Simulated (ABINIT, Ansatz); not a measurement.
Computed results, one entry a study.

**InP (F-43m): one start, several treatments of the self-energy**

Symmetry: F-43m, No. 216, cubic system. Conventional cell: a = 5.869 Å, b = 5.869 Å, c = 5.869 Å, α = 90.00°, β = 90.00°, γ = 90.00°. Nearest to In lie 4 P at 2.54 Å. Nearest to P lie 4 In at 2.54 Å. Farther neighbours, and contacts between anions beyond the nearest, are not listed.

- method: RPA screening on PBE, plane waves, norm-conserving pseudopotentials (and 3 further levels or steps)
- program: ABINIT 10.8.3
- settings: cutoff 33 Ha, PseudoDojo scalar-relativistic 0.4 stringent, norm-conserving, ngkpt (4, 4, 4), nband 145, ecuteps 6.5 Ha, inclvkb 2, shiftk (0, 0, 0), symchi 1, awtr 1, frequency ppm, 4×4×4 k-mesh
- cost: 6 runs, 97 s in all on 8 MPI ranks of Intel Xeon Platinum 8259CL at 2.50GHz (Skylake/Cascade Lake), shared host
- notes: The cell and positions come from the Crystallography Open Database and are kept as given unless a step says otherwise. Limits: mesh may overstate the screening; no spin-orbit coupling. The 4×4×4 mesh is coarse for this cell, which bears on the long-range parts of exchange and screening. For the PBE start: The RPA ε∞ on this mesh reaches over 25; with a narrow direct gap a coarse mesh can overstate it, and the correction is then too small.
- G0W0, Godby-Needs plasmon pole: 1.348 eV
- G0W0, von der Linden-Horsch plasmon pole: 1.351 eV
- G0W0, Hybertsen-Louie plasmon pole: 1.433 eV
- one-shot Hartree-Fock: 6.578 eV
- known limits: short of the basis limit; mesh may overstate the screening; no spin-orbit coupling; coarse k mesh

G0W0, von der Linden-Horsch plasmon pole: +0.003 eV against G0W0, Godby-Needs plasmon pole. G0W0, Hybertsen-Louie plasmon pole: +0.085 eV against G0W0, Godby-Needs plasmon pole.

[Paths, hosts, dates, memory and timing lines, banners, echoed tables and standing remarks are left out of the program output; an Ansatz launch command may be rebuilt from the run's recorded settings. Measured values are a selection of at most five: reports struck by readers or far from the other reports are left out. None is set beside runs whose start may be inverted or whose files or cutoffs have a known fault.]

[Runs of the session that timed out or met a known fault of the program may be left out.]

[Hosts, paths, dates, database ids (printed as entryN), source tags and the programs' standing remarks are cut or masked in the printed files.]

[G0W0 gaps are taken among the corrected bands and points alone; a level outside them can change the order at an edge.]

[Where Ansatz stands beside ABINIT at settings called matched, ABINIT's density can come from a denser mesh and the files from another edition; pairs whose starting gaps differed by over 0.03 eV were left out, so agreement reads better than it is.]
